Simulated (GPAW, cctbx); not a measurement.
## What do these deviations say about the bonding?

FeAg4, I4/m (no. 87), a = 6.4740 Å, b = 6.4740 Å, c = 4.0208 Å, α = 90.00°, β = 90.00°, γ = 90.00°.

| atom | mult. | x | y | z |
| --- | --- | --- | --- | --- |
| Ag1 | 8 | 0.6028 | 0.2046 | 0 |
| Fe1 | 2 | 0 | 0 | 0 |

The start was made by putting kin elements into a known structure type; the compound need not exist, or be stable, in this form.

Absolute values of the static structure factors of the conventional cell from DFT (PBE, GPAW) against free spherical atoms, in electrons:

```csv
hkl,d (Å),free atoms,crystal
110,4.578,31.47,31.11
011,3.416,41.52,41.15
020,3.237,49.25,48.87
121,2.349,337.09,335.98
211,2.349,35.43,35.09
220,2.289,29.76,29.45
130,2.047,46.10,45.77
310,2.047,319.77,318.80
002,2.010,318.21,317.34
031,1.901,18.85,18.62
```

**Question.** Which way does charge move, and which reflections show it best?

Project each element's phase sum on the total phase. |F| rises if density moves to atoms that scatter in phase and falls if it moves to atoms that scatter against it; the rule is for low angles, since changes of shape take over beyond. Where all elements are in phase the terms compete, and the compactness of the donor's and the acceptor's density matters too.

| hkl | Ag in phase | Fe in phase | change (e) | (%) |
| --- | --- | --- | --- | --- |
| 110 | +1.8 | -2.0 | -0.37 | -1.2 |
| 011 | +2.1 | -2.0 | -0.37 | -0.9 |
| 020 | +2.3 | -2.0 | -0.38 | -0.8 |
| 121 | +8.0 | +2.0 | -1.12 | -0.3 |
| 211 | +2.0 | -2.0 | -0.34 | -1.0 |
| 220 | +1.9 | -2.0 | -0.31 | -1.1 |
| 130 | +2.3 | -2.0 | -0.33 | -0.7 |
| 310 | +8.0 | +2.0 | -0.97 | -0.3 |

Low-angle reflections that set elements apart and change by more than 0.05 e: 110, 011, 020, 211, 220 and 130. The signs fit a gain of density on Fe and a loss on Ag. The best witness is 110, -1.2 %, where Fe enters with -2.0. The real-space density agrees: Voronoi charges Ag +0.04, Fe -0.14 e. The shortest bond, Ag–Ag, has Δρ = +0.03 e/Å³ at its midpoint, with no localised bond charge. Limits: a ferromagnetic start is the only order tried, and the real ground state may be antiferromagnetic or insulating.

[Outputs are excerpts: Python notices, other lines and further rows are left out; steps that failed or that the build refused (PBEsol, TPSS) are not shown.]

[Logs are printed without paths, hosts, clocks, repeated set-up lines and the standing remarks that a program may print on its own settings, such as how far it seeks lower states.]
